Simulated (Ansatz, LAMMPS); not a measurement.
**amorphous 29Ga2O3-71GeO2 (mol %) (86 atoms): close-ups with forces and charges**

Density of this cell: 3.92 g/cm³. The cell holds 86 atoms: 14 Ga, 17 Ge and 55 O. Its edges and angles: a = 10.944 Å, b = 10.944 Å, c = 10.944 Å, α = 90.0°, β = 90.0°, γ = 90.0°. 86 atoms (14 Fe, 17 Ge, 55 O) placed at random at 3.74 g/cm³, melted at 5000 K for 10 ps at fixed volume with the Morse and Coulomb pair potential with partial charges (Pedone, Malavasi, Menziani, Cormack and Segre, J. Phys. Chem. B 110, 11780 (2006)). Quenched from 5000 K to 300 K at 100 K/ps and fixed volume, held 5 ps, then minimised at fixed cell. Then Fe was replaced by Ga and the cell scaled by 1.006 (the potential has no terms for the new elements, so the cell is a start for a DFT relaxation).

Method: Kohn-Sham DFT, PBE, PAW (set soft_2), plane waves (Ansatz 0.2.0; cutoff 420 eV, Γ point, fixed occupations), at the geometry as built.

The whole cell was solved; only parts of it are printed.

The surroundings of O65, which has 4 bonded neighbours where the commonest count for O is 3, nearest first, numbered as they follow in the input and with coordinates relative to it.

```tsv
atom	x	y	z	distance (Å)	bonds	Fx	Fy	Fz (eV/Å)
O65	0.00	0.00	0.00	0.00	4	0.61	-1.79	0.15
Ge20	-0.71	1.51	-0.70	1.81	5	-0.71	0.04	-0.31
Ga10	1.40	-1.29	0.42	1.95	6	0.29	0.34	0.31
Ga1	-1.50	-1.20	-0.59	2.01	5	-0.28	0.69	0.72
Ga6	-0.18	0.73	2.14	2.27	6	-0.32	0.38	-0.24
O47	-1.66	1.47	0.99	2.42	3	0.07	0.07	1.57
O57	-1.99	0.61	-1.50	2.57	3	-0.79	-1.17	-0.83
O76	-0.52	-2.54	0.47	2.64	3	0.83	1.47	-1.42
O54	0.67	1.69	-1.98	2.68	2	0.17	-0.49	-0.02
O70	1.45	1.75	1.50	2.73	3	-0.38	-0.01	0.06
O40	1.23	-0.70	2.40	2.79	3	-0.15	0.76	-0.06
O52	1.54	-1.99	-1.46	2.91	3	0.29	0.05	0.45
O77	3.02	-0.05	-0.20	3.03	3	-1.62	-1.43	-1.34
O55	-2.97	-1.14	0.63	3.24	3	-0.70	0.18	0.17
O38	-0.20	3.24	-0.27	3.26	3	0.99	0.17	0.61
Ga5	1.79	2.92	0.08	3.42	5	0.06	-0.32	0.89
O41	-1.50	-2.50	-2.10	3.59	3	1.87	0.61	0.15
O53	-1.64	0.02	3.26	3.65	3	-0.04	0.14	-1.51
Ga3	-3.22	0.46	1.80	3.72	5	0.60	0.45	0.15
O78	2.25	-2.85	1.06	3.78	3	0.16	-0.50	-0.21
Ga4	0.32	-3.32	-2.06	3.92	4	-0.03	-0.42	-0.68
Ga9	3.31	-1.27	-1.79	3.97	5	0.47	0.35	0.74
Ga11	2.24	0.81	3.20	3.99	5	-0.59	0.20	-0.63
```

The column of bonds counts only the pairs O-Ge within 2.23 Å, O-Ga within 2.50 Å; other neighbours, such as metal atoms beside each other in a compound, aren't counted, and periodic images can show an atom twice.

Local excerpt of 38 atoms (numbers count through the whole input) about O66, which bears the longest force; x, y, z are measured from there.

```tsv
atom	x	y	z	distance (Å)	bonds	Fx	Fy	Fz (eV/Å)
O66	0.00	0.00	0.00	0.00	3	0.01	-0.05	2.68
Ge21	0.32	0.23	-1.67	1.71	4	-0.53	-0.29	-0.72
Ga11	-1.72	0.15	0.95	1.97	5	-0.59	0.20	-0.63
Ga13	0.74	-1.27	1.35	2.00	5	-0.20	-0.47	-0.02
O42	-0.59	-0.24	2.56	2.64	3	0.93	-0.26	-1.51
O77	-0.94	-0.71	-2.46	2.73	3	-1.62	-1.43	-1.34
O62	-0.07	-2.70	0.43	2.73	3	0.00	-0.54	0.36
O70	-2.52	1.10	-0.75	2.85	3	-0.38	-0.01	0.06
O83	0.06	1.83	-2.20	2.86	3	-0.50	2.14	-0.71
O74	2.58	1.27	-0.19	2.88	2	-0.01	-1.61	-0.53
O45	1.75	-0.53	-2.28	2.92	3	2.19	-0.49	-1.11
O79	2.55	-1.56	0.56	3.04	3	-0.10	1.68	-0.17
O40	-2.73	-1.35	0.14	3.05	3	-0.15	0.76	-0.06
O60	0.58	3.25	0.58	3.35	2	-0.04	-0.41	0.79
Ge17	2.30	2.86	0.41	3.69	4	0.07	0.07	-0.53
Ga10	-2.56	-1.94	-1.84	3.70	6	0.29	0.34	0.31
Ga3	3.76	-0.20	-0.46	3.79	5	0.60	0.45	0.15
Ga5	-2.17	2.26	-2.18	3.82	5	0.06	-0.32	0.89
O81	-3.35	1.00	1.74	3.90	3	0.56	-1.31	-0.48
O63	1.33	-1.63	3.40	4.00	3	-0.84	0.45	-0.85
Ge28	-1.76	-3.59	0.69	4.06	5	-0.49	0.75	-0.34
O78	-1.72	-3.51	-1.20	4.09	3	0.16	-0.50	-0.21
Ga12	2.30	-2.48	-2.38	4.14	6	-0.02	0.32	-0.15
Ga6	-4.15	0.08	-0.12	4.15	6	-0.32	0.38	-0.24
Ge18	-0.97	4.04	0.40	4.18	4	-0.21	-0.89	0.05
O85	-1.59	3.75	-1.20	4.25	3	-0.25	0.14	-1.86
O72	-1.89	-3.00	2.34	4.25	2	0.71	-0.28	0.19
O86	0.55	-3.01	-2.95	4.25	3	0.30	-0.46	0.37
O84	-2.10	3.36	1.55	4.25	2	0.05	0.56	0.53
Ga7	0.09	-4.07	-1.25	4.26	6	-0.37	1.00	-0.38
Ge24	-0.09	-0.60	4.30	4.35	5	-0.55	0.21	0.02
O43	2.15	-3.83	-0.93	4.49	4	-1.22	-1.18	-1.65
Ge22	3.07	-3.26	0.43	4.50	4	0.99	0.98	0.49
Ga9	-0.65	-1.92	-4.04	4.53	5	0.47	0.35	0.74
O65	-3.96	-0.66	-2.26	4.61	4	0.61	-1.79	0.15
O82	3.19	2.82	1.92	4.67	2	-0.14	0.66	0.83
Ga14	0.10	3.62	-2.98	4.69	5	0.38	-0.70	0.04
O55	4.01	-1.79	-1.63	4.69	3	-0.70	0.18	0.17
```

The column of bonds counts only the pairs O-Ge within 2.23 Å, O-Ga within 2.50 Å; other neighbours, such as metal atoms beside each other in a compound, aren't counted, and periodic images can show an atom twice.

A closer look about Ge31, picked at random: 34 atoms, nearest first, numbered in the order of the input, with positions taken from that point.

```tsv
atom	x	y	z	distance (Å)	bonds	Fx	Fy	Fz (eV/Å)
Ge31	0.00	0.00	0.00	0.00	4	-0.13	0.23	-0.22
O36	-1.30	-1.07	0.48	1.75	2	0.26	-0.15	0.47
O33	1.50	-0.69	0.60	1.76	2	-0.22	0.69	0.13
O39	-0.59	1.58	0.50	1.76	2	-0.30	-0.09	0.94
O53	-0.08	0.12	-1.77	1.77	3	-0.04	0.14	-1.51
O81	2.18	1.74	-1.03	2.98	3	0.56	-1.31	-0.48
Ga6	1.38	0.82	-2.89	3.31	6	-0.32	0.38	-0.24
Ge26	-1.01	3.31	0.37	3.48	4	0.28	-1.48	-0.25
Ge23	-2.74	-2.03	0.68	3.48	4	1.31	1.64	-0.42
Ge27	2.83	-1.79	1.02	3.50	4	-0.74	0.18	-0.33
Ga3	-1.66	0.55	-3.23	3.68	5	0.60	0.45	0.15
O79	-2.86	-0.81	-2.21	3.71	3	-0.10	1.68	-0.17
O40	2.80	-0.61	-2.63	3.89	3	-0.15	0.76	-0.06
O75	0.55	3.86	-0.20	3.91	2	-0.09	1.74	-0.45
Ge29	2.20	3.34	-0.25	4.00	4	0.37	-0.91	-0.07
O34	-0.74	-3.07	-2.53	4.04	2	0.01	-0.40	1.04
Ge22	-2.35	-2.51	-2.34	4.16	4	0.99	0.98	0.49
O80	-2.93	-2.93	-0.78	4.21	2	-0.83	-2.20	0.72
O63	-4.08	-0.88	0.63	4.22	3	-0.84	0.45	-0.85
O82	-2.22	3.57	-0.85	4.29	2	-0.14	0.66	0.83
O68	2.27	-3.05	2.00	4.30	2	-0.63	-1.48	1.35
O72	3.64	-2.25	-0.43	4.30	2	0.71	-0.28	0.19
Ga11	3.81	0.90	-1.83	4.32	5	-0.59	0.20	-0.63
O47	-0.09	1.56	-4.04	4.33	3	0.07	0.07	1.57
O37	-2.36	-3.04	2.03	4.35	2	-0.83	-1.85	-0.95
O59	2.66	3.19	1.42	4.39	2	-0.34	0.91	0.28
O57	-0.42	0.71	4.41	4.49	3	-0.79	-1.17	-0.83
O41	0.07	-2.41	3.81	4.51	3	1.87	0.61	0.15
O74	-2.83	2.02	-2.96	4.57	2	-0.01	-1.61	-0.53
O48	-1.56	3.90	1.93	4.62	2	0.06	0.95	-0.38
O46	2.07	-3.50	-2.20	4.62	2	-0.45	-0.73	1.24
O71	4.17	-1.05	1.95	4.73	3	0.37	-0.34	1.16
O55	-1.40	-1.05	-4.40	4.73	3	-0.70	0.18	0.17
Ge15	-1.57	-2.85	3.51	4.79	4	0.03	-0.04	0.17
```

The column of bonds counts only the pairs O-Ge within 2.23 Å, O-Ga within 2.50 Å; other neighbours, such as metal atoms beside each other in a compound, aren't counted, and periodic images can show an atom twice.

Neighbours are counted within 2.23 Å (O-Ge), 2.50 Å (O-Ga).

Length of the force by element and coordination:

```tsv
element	coordination	atoms	mean length of the force (eV/Å)	spread	least	most
Ga	all	14	0.795	0.223	0.354	1.14
Ga	4	1	0.805	0	0.805	0.805
Ga	5	9	0.861	0.158	0.507	1.05
Ga	6	4	0.646	0.293	0.354	1.14
Ge	all	17	1.02	0.469	0.176	2.14
Ge	4	14	1.07	0.496	0.176	2.14
Ge	5	3	0.774	0.149	0.588	0.954
O	all	55	1.47	0.680	0.386	2.68
O	2	23	1.34	0.640	0.441	2.46
O	3	30	1.53	0.697	0.386	2.68
O	4	2	2.13	0.235	1.90	2.37
```

The quench rate of 100 K/ps is many orders above laboratory rates, so the cell is likely richer in defects and strain than a real sample. The network of bonds at the start is that of the classical potential that made the cell, and needn't be the one that DFT or experiment would give. Only the Γ point is sampled, in a cell whose shortest periodic width is 11 Å.

[Logs are printed without paths, hosts, clocks, repeated set-up lines and the standing remarks that a program may print on its own settings, such as how far it seeks lower states.]

[Hosts, paths, dates, database ids (printed as entryN), source tags and the programs' standing remarks are cut or masked in the printed files.]
